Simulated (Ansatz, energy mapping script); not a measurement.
# Spin model of YNiO2 in the infinite layer structure from collinear orders, part 2 of 2

Wanted: the magnetic order of YNiO2 in the infinite layer structure, its couplings and an estimate of its ordering temperature, by PBE+U (6 eV).

PBE with U = 6 eV on Ni d, ortho-atomic projectors; plane waves, U on orthogonalised atomic orbitals unless named otherwise, collinear spin, no spin–orbit coupling.

So far. Step 4 (Parallel start in cell A (8 atoms)): The run ends ferromagnetic.

## (5) Run 2 (compensated +−; cell A, 8 atoms)

This order reverses 2 of the 2 neighbours at 3.11 Å and 2 of the 4 neighbours at 3.92 Å, counted for an average magnetic atom.

input.yaml reads:

```yaml
crystal:
  lattice:
    - [3.916257808, 0.0, 0.0]
    - [0.0, 3.916257808, 3.112113969]
    - [0.0, -3.916257808, 3.112113969]
  atoms:
    - { symbol: "Y", position: [0.5, 0.5, 0.0] }
    - { symbol: "Y", position: [0.5, 0.0, 0.5] }
    - { symbol: Ni, position: [0.0, 0.0, 0.0], spin: 2.0 }
    - { symbol: Ni, position: [0.0, 0.5, 0.5], spin: -2.0 }
    - { symbol: O, position: [0.5, 0.0, 0.0] }
    - { symbol: O, position: [0.5, 0.5, 0.5] }
    - { symbol: O, position: [0.0, 0.25, 0.75] }
    - { symbol: O, position: [0.0, 0.75, 0.25] }
magnetization:
  spin_polarized: true
kpoints:
  mp_grid: { grid: [7, 6, 6] }
hamiltonian:
  xc: pbe
  hubbard:
    sites:
      - { species: Ni, l: d, u_eff: 6.0 }
      - { site: 2, l: d, u_eff: 6.0, starting_ns: [{ spin: up, occupation_matrix: ni2_major }, { spin: down, occupation_matrix: ni2_minor }] }
      - { site: 3, l: d, u_eff: 6.0, starting_ns: [{ spin: up, occupation_matrix: ni2_minor }, { spin: down, occupation_matrix: ni2_major }] }
    projectors: ortho-atomic
    occupation_matrices:
      ni2_major:
        matrix:
          - [0.925, 0.0, 0.0, 0.0, 0.0]
          - [0.0, 0.981, 0.0, 0.0, 0.0]
          - [0.0, 0.0, 0.981, 0.0, 0.0]
          - [0.0, 0.0, 0.0, 0.954, 0.0]
          - [0.0, 0.0, 0.0, 0.0, 0.986]
      ni2_minor:
        matrix:
          - [0.884, 0.0, 0.0, 0.0, 0.0]
          - [0.0, 0.974, 0.0, 0.0, 0.0]
          - [0.0, 0.0, 0.974, 0.0, 0.0]
          - [0.0, 0.0, 0.0, 0.136, 0.0]
          - [0.0, 0.0, 0.0, 0.0, 0.984]
scf:
  occupations: { method: fermi_dirac, width: 0.05 }
output:
  eigenvalues: true
  write_density: true
  write_potential: true
  elf: true
  volumetric_format: npy
```

Started as:

```bash
> ansatz run input.yaml --threads 4 --pin off --max-ram 8192MiB --backend cpu --events-out ev --progress --plain --runs-dir out
```

Numbers of over 12 decimals in the logs are rounded to 6 here.

The log of the run:

```text
[...]
Crystal: 8 atoms, lattice volume = 95.461 Å³
Basis set: ecut = 420 eV, 1895 PW (Γ)
Bands: 52, of which v1, the nominal top of the filled ones, is band 41 counted from 1 (40 counted from 0)
Symmetry: 8 space group operations
[...]
k-points: 52 of 252
[...]
Starting moments: Σ|m| = 4 μB on 2 of 8 sites
Starting magnetic order: antiferromagnet; a translation exchanges its spin sublattices: spin-degenerate at every k-point
[...]
SCF iter   1: F=—  HF=-21655.641965 eV  |F-HF|=—  |Δ(HF+E_count)|=         —  Δρ=1.37e-1 (↑1.37e-1 ↓1.37e-1)  dr2=3.33e1  dr2_m=5.64e0  M=0.000 μB ∫|m|=1.740 μB  β_m=0.30  ethr=3.10e-3  ⟨swp⟩=5.9  Hψ=8664  notcnv=0  defer=23
[...]
SCF iter  16: F=-21649.781987 eV  HF=-21649.781987 eV  |F-HF|=2.40e-10  |Δ(HF+E_count)|=   1.72e-8  Δρ=1.71e-6 (↑1.71e-6 ↓1.71e-6)  dr2=7.89e-9  dr2_m=6.14e-10  M=0.000 μB ∫|m|=2.111 μB  ethr=1.22e-10  ⟨swp⟩=2.0  Hψ=6917  notcnv=0
SCF 1 converged in 16 iterations: F = -21649.781987 eV  dr2 = 7.89e-9
[...]
SCF converged after 16 iterations
Magnetization: 0.0000 μB (41.0000 up, 41.0000 down)
Absolute magnetization: 2.1089 μB (∫|ρ↑−ρ↓|, with the PAW one-centre terms)
[...]
Per-site moments (μB) at R_I (Å): [(2.853908109183914e-17, 1.031710), (-2.853908109183914e-17, 1.031710), (0.913434, 0.807728), (-0.913434, 0.8077281729), (0.030728, 0.807728), (-0.030728, 0.807728), (3.6957951644493697e-17, 0.8077281729), (-3.131932359432745e-17, 0.8077281729)]
Free energy (F): -21649.781987 eV
[...]
Internal energy: -21649.772535 eV  (E = F + TS)
E sigma→0 (E₀):  -21649.777261 eV
Entropy (-TS):   -0.009452 eV (-1.181 meV/atom)
Fermi energy:    13.544939 eV
[...]
--- Specified on-site occupations, and those of the state reported ---
  electrons in the specified blocks: 17.5580 specified, 17.5747 found
[...]
--- Band table (eV; the first three rows and the last of 104) ---
  k-point 0 ↑: bands = [... 37 lower, 10.9270, 11.4042, 11.8054, 12.5173, 13.2837, 15.3996, 16.5241, 16.8266, ... 7 higher]
  k-point 1 ↑: bands = [... 37 lower, 11.1261, 11.3805, 11.7450, 12.4132, 13.5622, 15.7370, 16.7982, 16.8504, ... 7 higher]
  k-point 2 ↑: bands = [... 37 lower, 11.3178, 11.4084, 11.6060, 12.1680, 14.3944, 16.4965, 16.7307, 16.9037, ... 7 higher]
  k-point 51 ↓: bands = [... 37 lower, 12.1790, 12.1858, 12.2592, 13.4633, 15.6544, 16.8482, 16.8996, 17.2779, ... 7 higher]
Occupation matrices written to <dir>
```

Wall time 7.7 s (4 threads of Arm Neoverse V2, shared host); peak memory 0.73 GiB.

Spin moment in the sphere by atom:

| atom | spin moment in the sphere (μB) |
| --- | --- |
| Y1 | 0.000 |
| Y2 | 0.000 |
| Ni3 | 0.913 |
| Ni4 | -0.913 |
| O5 | 0.031 |
| O6 | -0.031 |
| O7 | 0.000 |
| O8 | 0.000 |

The run ends antiferromagnetic, 31.88 meV a magnetic atom above the parallel order of its cell (energies taken at zero occupation width, not the printed F).

Spin density in the ac plane at fractional y = 0.000, with atoms of Y and Ni and O within 0.2 Å of it.

Ten even steps from '_' (0.0 e/Å³) to '@' (3.3 e/Å³), each cell a mean:
```
++--..__________________..--
..__________________________
____________________________
____________________________
____________________________
____________________________
____________________________
____________________________
____________________________
____________________________
____________________________
____________________________
____________________________
____________________________
____________________________
==..______________________::
@@**::__________________--##
```
Columns run along a (3.9 Å), rows up along c (5.0 Å). Atoms in or near the plane, at fractional coordinates: Y at (0.50, 0.50), Ni at (0.00, 0.00), O at (0.50, 0.00).

ELF in the ac plane at fractional y = 0.000, with atoms of Y and Ni and O within 0.2 Å of it. It is the smooth field of the valence electrons, not physical close to the nuclei.

Ten even steps from '0' (0.04) to '9' (0.85), each cell a mean:
```
65215976883135
33214899972123
11112578741111
11100122210011
11000122200011
21002688851011
10016999995001
00038986897100
00039975897100
00027998996100
21003899972001
21000245410011
11100011000011
11101466531111
22113799962122
54215987883135
75216963794136
```
Columns run along a (3.9 Å), rows up along c (5.0 Å). Atoms in or near the plane, at fractional coordinates: Y at (0.50, 0.50), Ni at (0.00, 0.00), O at (0.50, 0.00).

## (6) Parallel start in cell B (8 atoms)

A new cell needs its own zero of energy.

This run holds the same structure in another cell (a 3.916 → 3.112 Å, b 5.002 → 5.538 Å, c 5.002 → 5.538 Å, α 103.1 → 90.0°).

input.yaml reads:

```yaml
crystal:
  lattice:
    - [0.0, 0.0, -3.112113969]
    - [3.916257808, 3.916257808, 0.0]
    - [3.916257808, -3.916257808, 0.0]
  atoms:
    - { symbol: "Y", position: [0.5, 0.5, 0.0] }
    - { symbol: "Y", position: [0.5, 0.0, 0.5] }
    - { symbol: Ni, position: [0.0, 0.0, 0.0], spin: 2.0 }
    - { symbol: Ni, position: [0.0, 0.5, 0.5], spin: 2.0 }
    - { symbol: O, position: [0.0, 0.25, 0.25] }
    - { symbol: O, position: [0.0, 0.75, 0.75] }
    - { symbol: O, position: [0.0, 0.25, 0.75] }
    - { symbol: O, position: [0.0, 0.75, 0.25] }
magnetization:
  spin_polarized: true
kpoints:
  mp_grid: { grid: [9, 5, 5] }
hamiltonian:
  xc: pbe
  hubbard:
    sites:
      - { species: Ni, l: d, u_eff: 6.0 }
      - { site: 2, l: d, u_eff: 6.0, starting_ns: [{ spin: up, occupation_matrix: ni2_major }, { spin: down, occupation_matrix: ni2_minor }] }
      - { site: 3, l: d, u_eff: 6.0, starting_ns: [{ spin: up, occupation_matrix: ni2_major }, { spin: down, occupation_matrix: ni2_minor }] }
    projectors: ortho-atomic
    occupation_matrices:
      ni2_major:
        matrix:
          - [0.925, 0.0, 0.0, 0.0, 0.0]
          - [0.0, 0.981, 0.0, 0.0, 0.0]
          - [0.0, 0.0, 0.981, 0.0, 0.0]
          - [0.0, 0.0, 0.0, 0.954, 0.0]
          - [0.0, 0.0, 0.0, 0.0, 0.986]
      ni2_minor:
        matrix:
          - [0.884, 0.0, 0.0, 0.0, 0.0]
          - [0.0, 0.974, 0.0, 0.0, 0.0]
          - [0.0, 0.0, 0.974, 0.0, 0.0]
          - [0.0, 0.0, 0.0, 0.136, 0.0]
          - [0.0, 0.0, 0.0, 0.0, 0.984]
scf:
  occupations: { method: fermi_dirac, width: 0.05 }
output:
  eigenvalues: true
```

The log of the run:

```text
[...]
Crystal: 8 atoms, lattice volume = 95.461 Å³
Basis set: ecut = 420 eV, 1863 PW (Γ)
Bands: 52, of which v1, the nominal top of the filled ones, is band 41 counted from 1 (40 counted from 0)
Symmetry: 32 space group operations
[...]
k-points: 30 of 225
[...]
Starting moments: Σ|m| = 4 μB on 2 of 8 sites
[...]
k-point 1 ↑: bands = [... 37 lower, 11.0102, 11.1845, 11.7023, 11.7698, 13.3908, 14.2478, 15.4624, 15.7583, ... 7 higher]
  k-point 2 ↑: bands = [... 37 lower, 11.3725, 11.4049, 11.6247, 12.2280, 13.3226, 13.9758, 14.7437, 16.7818, ... 7 higher]
  k-point 29 ↓: bands = [... 37 lower, 11.8957, 12.5937, 12.6113, 15.8334, 16.8535, 16.9206, 17.0879, 17.3201, ... 7 higher]
Occupation matrices written to <dir>
[key lines of the parts left out:]
SCF converged after 14 iterations
Magnetization: 1.7967 μB (41.8984 up, 40.1016 down)
Free energy (F): -21649.842629 eV
Fermi energy:    13.937141 eV
```

The job ended after 6.2 s (4 threads; peak memory 0.6 GiB).

The run ends ferromagnetic. For each magnetic atom its energy differs from the parallel run of the first cell by 1.71 meV, an error that one common reference would have brought in.

## (7) Run 4 (compensated +−; cell B, 8 atoms)

This order reverses 0 of the 2 neighbours at 3.11 Å and 4 of the 4 neighbours at 3.92 Å, counted for an average magnetic atom.

Edit input.yaml of step 6 so:

```diff
@@ -9,3 +9,3 @@
     - { symbol: Ni, position: [0.0, 0.0, 0.0], spin: 2.0 }
-    - { symbol: Ni, position: [0.0, 0.5, 0.5], spin: 2.0 }
+    - { symbol: Ni, position: [0.0, 0.5, 0.5], spin: -2.0 }
     - { symbol: O, position: [0.0, 0.25, 0.25] }
@@ -24,3 +24,3 @@
       - { site: 2, l: d, u_eff: 6.0, starting_ns: [{ spin: up, occupation_matrix: ni2_major }, { spin: down, occupation_matrix: ni2_minor }] }
-      - { site: 3, l: d, u_eff: 6.0, starting_ns: [{ spin: up, occupation_matrix: ni2_major }, { spin: down, occupation_matrix: ni2_minor }] }
+      - { site: 3, l: d, u_eff: 6.0, starting_ns: [{ spin: up, occupation_matrix: ni2_minor }, { spin: down, occupation_matrix: ni2_major }] }
     projectors: ortho-atomic
```

The log of the run:

```text
[...]
Crystal: 8 atoms, lattice volume = 95.461 Å³
Basis set: ecut = 420 eV, 1863 PW (Γ)
Bands: 52, of which v1, the nominal top of the filled ones, is band 41 counted from 1 (40 counted from 0)
Symmetry: 16 space group operations
[...]
k-points: 30 of 225
[...]
Starting moments: Σ|m| = 4 μB on 2 of 8 sites
[...]
k-point 1 ↑: bands = [... 37 lower, 11.4129, 12.1055, 12.1740, 12.7182, 13.4442, 15.4158, 15.8896, 16.7111, ... 7 higher]
  k-point 2 ↑: bands = [... 37 lower, 11.5619, 11.8690, 12.0850, 12.8249, 13.9865, 14.7146, 16.8233, 17.0503, ... 7 higher]
  k-point 29 ↓: bands = [... 37 lower, 11.7769, 11.8161, 11.8894, 13.1758, 15.8396, 16.8536, 16.9599, 17.1125, ... 7 higher]
Occupation matrices written to <dir>
[key lines of the parts left out:]
SCF converged after 14 iterations
Magnetization: 0.0000 μB (41.0000 up, 41.0000 down)
Free energy (F): -21649.808532 eV
Fermi energy:    13.306406 eV
```

The job ended after 3.5 s (4 threads; peak memory 0.59 GiB; 13 s of CPU time).

The run ends antiferromagnetic, 15.25 meV a magnetic atom above the parallel order of its cell (energies taken at zero occupation width, not the printed F).

## (8) From energies to couplings

Each energy difference is a sum of couplings weighted by the pairs that the order reverses. A few near shells are fitted to the differences by least squares. Energies are those extrapolated to zero occupation width, not the free energies F.

The orders that converged (zero: parallel moments in the same cell):

| order | atoms | energy (meV a magnetic atom) | moments (μB) | moments kept as typed | opposed neighbours at 3.11, 3.92 Å |
| --- | --- | --- | --- | --- | --- |
| parallel in cell A | 8 | 0.00 | 0.86 | yes | 0, 0 |
| compensated +− in cell A | 8 | 31.88 | 0.91 | yes | 2, 2 |
| parallel in cell B | 8 | 0.00 | 0.86 | yes | 0, 0 |
| compensated +− in cell B | 8 | 15.25 | 0.91 | yes | 0, 4 |

Fitted to E = −Σ J e·e over ordered pairs of unit vectors (J > 0 favours parallel moments):

| pair | distance (Å) | neighbours | J (meV) |
| --- | --- | --- | --- |
| Ni–Ni | 3.11 | 2 | 6.06 |
| Ni–Ni | 3.92 | 4 | 1.91 |

These orders cannot tell some unfitted shells from fitted ones: the value at 3.11 Å holds J(3.11) + 2 J(5.54) and the value at 3.92 Å holds J(3.92) + 2 J(5.00); other unfitted shells add to the values wholly or in part. No temperature is drawn.

## (9) What came out

```json
{
 "lowest order tried": "parallel",
 "largest fitted value (a combination of shells), Ni–Ni at 3.11 Å": "6.06 meV"
}
```

What this shows: Of the orders tried, YNiO2 in the infinite layer structure prefers parallel moments under PBE+U (6 eV). Orders that were not tried, spirals among them, may lie lower. The largest fitted value is 6.1 meV, at 3.11 Å. It is a combination of shells that these orders cannot split, so neither its size nor its sign can be laid on that pair alone. The orders also reverse pairs at 5.00 and 5.54 Å, which are not fitted, so the fitted values hold their part too. No fitted order reverses the pairs at 6.22 and 6.35 Å, so their coupling is unknown and is set to zero in the model. 2 energy differences fix 2 couplings with none to spare, so the fit tests nothing. In the fitted orders moments change by up to 5.9 % against the parallel run of the same cell, so the mapping is rough. With a near shell that the orders cannot separate, no temperature is given. The cell was built from a prototype and relaxed; a distortion that needs a larger cell, or another structure that the compound may prefer, is not captured.

[Logs and program files are shortened in this print: banners, set-up blocks, solver, clock and traceback lines can be left out without a mark of their own.]

[Logs are printed without paths, hosts, clocks, repeated set-up lines and the standing remarks that a program may print on its own settings, such as how far it seeks lower states.]

[Hosts, paths, dates, database ids (printed as entryN), source tags and the programs' standing remarks are cut or masked in the printed files.]

[Where a cell is said to come from a database of computed structures, the database is the Materials Project.]
